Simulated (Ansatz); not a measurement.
# CrBr2 (1T sheet): how robust is the cRPA U?, part 2 of 2

What does U in CrBr2 (1T sheet) depend on besides the window?

Ansatz 0.2.0; constrained RPA on LDA, plane waves, PAW.

So far. Step 4 (Changed: 3×3×1 mesh): On the Cr t2g shell, screening brings the on-site interaction from 16.5 eV down to U = 3.51 eV. Step 5 (Changed: smooth pair densities): On the Cr t2g shell, screening brings the on-site interaction from 16.1 eV down to U = 3.07 eV.

## Step 7: Changed: a keyword of another program

Contents of input.yaml:

```yaml
crystal:
  lattice:
    - [0.0, 2.372879, 2.372879]
    - [2.372879, -2.372879, 0.0]
    - [17.33064614, 17.33064614, -17.33064614]
  atoms:
    - { symbol: Cr, position: [0.0, 0.0, 0.3182933598] }
    - { symbol: Br, position: [0.3333333333, 0.6666666667, 0.3683270118] }
    - { symbol: Br, position: [0.6666666667, 0.3333333333, 0.2682597077] }
  periodic: [true, true, false]
kpoints:
  mp_grid: { grid: [12, 12, 1] }
hamiltonian:
  xc: lda
scf:
  occupations: { method: gaussian, width: 0.08 }
  n_extra_bands: 19
  max_iter: 150
  lower_state_search: "off"
output:
  crpa:
    kmesh: [6, 6, 1]
    target_bands: [v2, c1]
    projections: [{ species: Cr, l: d, shell: 3, orbitals: [dxz, dyz, dxy] }]
    NCRPA_BANDS: 1
```

On the command line:

```bash
ansatz run input.yaml --threads 4 --pin off --max-ram 14745MiB --backend cpu --events-out ev --progress --plain --runs-dir out
```

Numbers of over 12 decimals in the logs are rounded to 6 here.

Output:

```text
Error: YAML parse error: error: line 25 column 5: unknown field `NCRPA_BANDS`, expected one of accuracy, bounded_pairs, pair_densities, n_empty_bands, n_guard_bands, ecut_chi, kmesh, target_bands, projections
  --> <input>:25:5
   |
23 |     target_bands: [v2, c1]
24 |     projections: [{ species: Cr, l: d, shell: 3, orbitals: [dxz, dyz,…
25 |     NCRPA_BANDS: 1
   |     ^ unknown field `NCRPA_BANDS`, expected one of accuracy, bounded_pairs, pair_densities, n_empty_bands, n_guard_bands, ecut_chi, kmesh, target_bands, projections
```

Run time: 0.02 s. Hardware: 4 threads of Arm Neoverse V1, shared host; peak memory 0.023 GiB.

The input was rejected at the start.

The program's message: “Error: YAML parse error: error: line 25 column 5: unknown field `NCRPA_BANDS`, expected one of accuracy, bounded_pairs, pair_densities, n_empty_bands, n_guard_bands, ecut_chi, kmesh, target_bands, pro …”

The fault put into this input: a keyword of another program.

## Step 8: Changed: r2SCAN

This step: constrained RPA on r2SCAN, plane waves, PAW.

Edit input.yaml of step 7 so:

```diff
@@ -13,3 +13,3 @@
 hamiltonian:
-  xc: lda
+  xc: r2scan
 scf:
@@ -24,2 +24 @@
     projections: [{ species: Cr, l: d, shell: 3, orbitals: [dxz, dyz, dxy] }]
-    NCRPA_BANDS: 1
```

Output:

```text
[...]
Crystal: 3 atoms, lattice volume = 292.743 Å³
Basis set: ecut = 500 eV, 7381 PW (Γ), exchange–correlation on 100×100×900 points (64 copies of the dense FFT grid, shifted against one another)
Bands: 33, of which v1, the nominal top of the filled ones, is band 14 counted from 1 (13 counted from 0)
Symmetry: 12 space group operations
[...]
k-points: 19 of 144
[...]
the weakly bound empty levels are not read free of the cell's end (no_gap_told)
[...]
χ-basis size per q: N_G = 1035..1083
[...]
Site 0, 3D, 3 of 5 d orbitals (Wannier functions 1, 2, 3; wannier90's mr 2, 3, 5):
      screened: U = 4.3123 eV, U' = 3.3831 eV, J = 0.4426 eV
      screened, to within: U = 6.3e-3 eV, U' = 6.3e-3 eV, J = 6.9e-4 eV
      bare: V = 17.0156 eV, V' = 15.7833 eV, J = 0.6070 eV
[...]
[key lines of the parts left out:]
SCF converged after 8 iterations
Free energy (F): -8968.831918 eV
Fermi energy:    -4.117795 eV
```

It took 4.4 min on 4 threads; peak memory 2.2 GiB; 17 min of CPU time.

This step gave:

* U: 4.312 eV
* U prime (inter-orbital): 3.383 eV
* J: 0.4426 eV
* bare V: 17.02 eV
* bare J: 0.6070 eV
* stated bound on U: 0.006210 eV
* U over bare V: 0.2534
* electrons in the window: 4
* head of the constrained inverse dielectric matrix: 0.6501
* least eigenvalue of the projection's overlap: 0.7888
* target functions: 3
* bands in the sums: 30
* width of the target bands: 1.825 eV
* weight of the projected orbitals in the window: 0.8953

On the Cr t2g shell, screening brings the on-site interaction from 17.0 eV down to U = 4.31 eV.

## Step 9: Changed: strain -1.5%

This step: constrained RPA on LDA, plane waves, PAW.

The cell differs from the one that the last finished run ended in (a 3.356 → 3.305 Å, b 3.356 → 3.305 Å).

Edit input.yaml of step 8 so:

```diff
@@ -2,4 +2,4 @@
   lattice:
-    - [0.0, 2.372879, 2.372879]
-    - [2.372879, -2.372879, 0.0]
+    - [0.0, 2.337285815, 2.337285815]
+    - [2.337285815, -2.337285815, 0.0]
     - [17.33064614, 17.33064614, -17.33064614]
@@ -13,3 +13,3 @@
 hamiltonian:
-  xc: r2scan
+  xc: lda
 scf:
@@ -24 +24,6 @@
     projections: [{ species: Cr, l: d, shell: 3, orbitals: [dxz, dyz, dxy] }]
+  local_orbitals:
+    kmesh: [12, 12, 1]
+    orbitals: [{ species: Cr, l: d, shell: 3, orbitals: [dxz, dyz, dxy] }]
+    window: { bands: [v2, c1] }
+    seedname: lo
```

Output:

```text
[...]
Crystal: 3 atoms, lattice volume = 284.027 Å³
Basis set: ecut = 420 eV, 5633 PW (Γ)
Bands: 33, of which v1, the nominal top of the filled ones, is band 14 counted from 1 (13 counted from 0)
Symmetry: 12 space group operations
[...]
k-points: 19 of 144
[...]
the weakly bound empty levels are not read free of the cell's end (no_gap_told)
[...]
χ-basis size per q: N_G = 1007..1041
[...]
Site 0, 3D, 3 of 5 d orbitals (Wannier functions 1, 2, 3; wannier90's mr 2, 3, 5):
      screened: U = 3.0329 eV, U' = 2.2138 eV, J = 0.3873 eV
      screened, to within: U = 3.1e-3 eV, U' = 3.1e-3 eV, J = 5.2e-4 eV
      bare: V = 15.9639 eV, V' = 14.8250 eV, J = 0.5539 eV
[...]
[key lines of the parts left out:]
SCF converged after 7 iterations
Free energy (F): -8711.134263 eV
Fermi energy:    -4.080121 eV
```

Run time: 1.8 min. Hardware: 4 threads; peak memory 1.7 GiB.

This step gave:

| Item | Value |
| --- | --- |
| U | 3.033 eV |
| U prime (inter-orbital) | 2.214 eV |
| J | 0.3873 eV |
| bare V | 15.96 eV |
| bare J | 0.5539 eV |
| stated bound on U | 0.003018 eV |
| U over bare V | 0.1900 |
| electrons in the window | 4 |
| head of the constrained inverse dielectric matrix | 0.5395 |
| least eigenvalue of the projection's overlap | 0.7556 |
| target functions | 3 |
| bands in the sums | 30 |
| r.m.s. miss of the model bands | 0.002072 eV |
| width of the target bands | 2.023 eV |
| weight of the projected orbitals in the window | 0.8852 |

On the Cr t2g shell, screening brings the on-site interaction from 16.0 eV down to U = 3.03 eV.

## Step 10: Side by side

Times are wall times on 4 threads of Arm Neoverse V1, shared host, good to a factor of about two.

| run | bare V (eV) | U (eV) | J (eV) | bound on U (eV) | width (eV) | time |
| --- | --- | --- | --- | --- | --- | --- |
| target window | 16.11 | 3.047 | 0.391 | 0.0030 | 1.86 | 1.7 min |
| 9×9×1 mesh | 16.08 | 3.051 | 0.390 | 0.0029 | 1.86 | 4.9 min |
| 3×3×1 mesh | 16.51 | 3.510 | 0.404 | 0.0048 | 1.86 | 34 s |
| smooth pair densities | 16.11 | 3.072 | 0.405 | 0.0015 | 1.86 | 83 s |
| r2SCAN | 17.02 | 4.312 | 0.443 | 0.0062 | 1.83 | 4.4 min |
| strain -1.5% | 15.96 | 3.033 | 0.387 | 0.0030 | 2.02 | 1.8 min |

## Step 11: What came out

```
target window         : U 3.05 eV, J 0.39 eV
9×9×1 mesh            : U 3.05 eV, J 0.39 eV
3×3×1 mesh            : U 3.51 eV, J 0.40 eV
smooth pair densities : U 3.07 eV, J 0.40 eV
r2SCAN                : U 4.31 eV, J 0.44 eV
strain -1.5%          : U 3.03 eV, J 0.39 eV
```

9×9×1 mesh moves U by +0.004 eV (within the solver's bounds, for the mean over orbitals) at 2.9 times the time. 3×3×1 mesh moves U by +0.46 eV at 0.34 times the time. Smooth pair densities moves U by +0.03 eV. r2SCAN moves U by +1.27 eV at 2.6 times the time. Strain -1.5% moves U by −0.01 eV. The printed bound covers the solver alone, not the mesh. The parent state is non-magnetic and the interaction static (zero frequency); U depends on the window and the orbitals, so it belongs to this model alone. A model of the t2g bands alone assumes low spin; where the ion is high-spin, as for many Cr, Mn, Fe and Co compounds, the eg bands are needed too.

[Paths, hosts, dates, memory and timing lines, banners, echoed tables and standing remarks are left out of the program output.]

[Logs are printed without paths, hosts, clocks, repeated set-up lines and the standing remarks that a program may print on its own settings, such as how far it seeks lower states.]

[Runs of the session that timed out or met a known fault of the program may be left out.]

[Hosts, paths, dates, database ids (printed as entryN), source tags and the programs' standing remarks are cut or masked in the printed files.]
